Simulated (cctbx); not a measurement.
## Accept or mend?

Cell a = 4.3790 Å, b = 13.2970 Å, c = 9.7960 Å, α = 90.00°, β = 90.00°, γ = 90.00°; space group Pmmn (no. 59, origin choice 1).

The data are simulated with cctbx, not measured: Mo Kα, λ = 0.71073 Å, to d = 0.8 Å, 50 % of the full sphere, strongest reflection 20000 counts, noise from counting, a 6 % proportional error and a noise floor of 8 counts (s.d.); no absorption.

An anisotropic refinement with weights 1/σ² prints:

```text
Rint 0.055, 684 unique reflections to 0.80 A
cycle     R1     wR2    GooF  max shift (A)
   1  0.1817  0.3989   5.924   0.01256
   2  0.1752  0.3677   5.461   0.00010
final R1 0.1752 wR2 0.3677 GooF 5.461  parameters 42  data/parameter 16.3
atom        x        y        z      Ueq    occ   su(xyz)  su(Uiso or U11)
Pb1    0.50000  0.50000  0.76060   0.0120  1.000  0.00072  0.0032
Ir1    0.00000  0.50000  0.47953   0.0069  1.000  0.00071  0.0031
Ir2    0.50000  0.18147  0.39861   0.0248  1.000  0.00068  0.0030
Ir3    0.00000  0.50000  0.01482   0.0073  1.000  0.00070  0.0030
Ir4    0.50000  0.33546  0.01100   0.0066  1.000  0.00049  0.0021
Ce1    0.50000  0.18085  0.75115   0.0095  1.000  0.00071  0.0035
Sb1    0.50000  0.16453  0.13862   0.0155  1.000  0.00091  0.0046
Sb2    0.50000  0.37073  0.47711   0.0181  1.000  0.00094  0.0047
difference map: max 131.40 min -11.77 rms 4.07
Q1    0.0000  0.0000  0.8294    2  136.71  2.67 A from Ir3
Q2    0.0000  0.5000  0.4651    2   25.29  0.14 A from Ir1
Q3    0.0000  0.0000  0.2412    2   24.81  0.02 A from Pb1
Q4    0.0000  0.1669  0.9899    4   24.56  0.03 A from Ir4
Q5    0.0000  0.3356  0.8333    4   20.67  0.27 A from Sb1
Q6    0.0000  0.3289  0.6131    4   17.78  0.18 A from Ir2
```

Q: Accept it or mend it, and why?

Mend it. The fault: an atom left out, Sb at (1/2, 1/2, 0.1697). Against the right model at the same level, R1 goes from 0.0251 to 0.1752 and GooF from 0.90 to 5.46 and the top difference peak, 136.7 e/Å³, lies 2.67 Å from Ir3. Q1 is the missing atom. With scattering power missing, scale and phases suffer, so peaks may also grow on the heavy atoms.

The compound is Ce2Sb5Ir6Pb. The right model at the same level gives:

```text
Rint 0.055, 684 unique reflections to 0.80 A
cycle     R1     wR2    GooF  max shift (A)
   1  0.0469  0.1166   1.736   0.00464
   2  0.0251  0.0604   0.899   0.00000
final R1 0.0251 wR2 0.0604 GooF 0.899  parameters 46  data/parameter 14.9
atom        x        y        z      Ueq    occ   su(xyz)  su(Uiso or U11)
Pb1    0.50000  0.50000  0.76100   0.0178  1.000  0.00012  0.0005
Ir1    0.00000  0.50000  0.47853   0.0119  1.000  0.00011  0.0005
Ir2    0.50000  0.18144  0.39828   0.0297  1.000  0.00010  0.0005
Ir3    0.00000  0.50000  0.01596   0.0149  1.000  0.00012  0.0005
Ir4    0.50000  0.33544  0.01091   0.0108  1.000  0.00007  0.0003
Ce1    0.50000  0.18152  0.75126   0.0150  1.000  0.00011  0.0006
Sb1    0.50000  0.50000  0.17011   0.0264  1.000  0.00022  0.0013
Sb2    0.50000  0.16429  0.13968   0.0202  1.000  0.00014  0.0008
Sb3    0.50000  0.37116  0.47673   0.0227  1.000  0.00015  0.0007
difference map: max 3.01 min -3.65 rms 0.77
Q1    0.0000  0.3398  0.7947    4    3.17  0.65 A from Sb2
Q2    0.0000  0.4528  0.4473    4    3.05  0.70 A from Ir1
Q3    0.0000  0.0983  0.0958    4    3.04  1.37 A from Ir4
Q4    0.0000  0.5000  0.7963    2    3.03  2.15 A from Ir3
Q5    0.0000  0.5000  0.3594    2    2.99  1.17 A from Ir1
Q6    0.0000  0.0000  0.7234    2    2.82  1.04 A from Sb1
```

The model is made up (kin elements in a known structure type, no relaxation), so it says nothing on whether the phase exists.

[Middle refinement cycles are left out of these outputs.]

[Logs are printed without paths, hosts, clocks, repeated set-up lines and the standing remarks that a program may print on its own settings, such as how far it seeks lower states.]
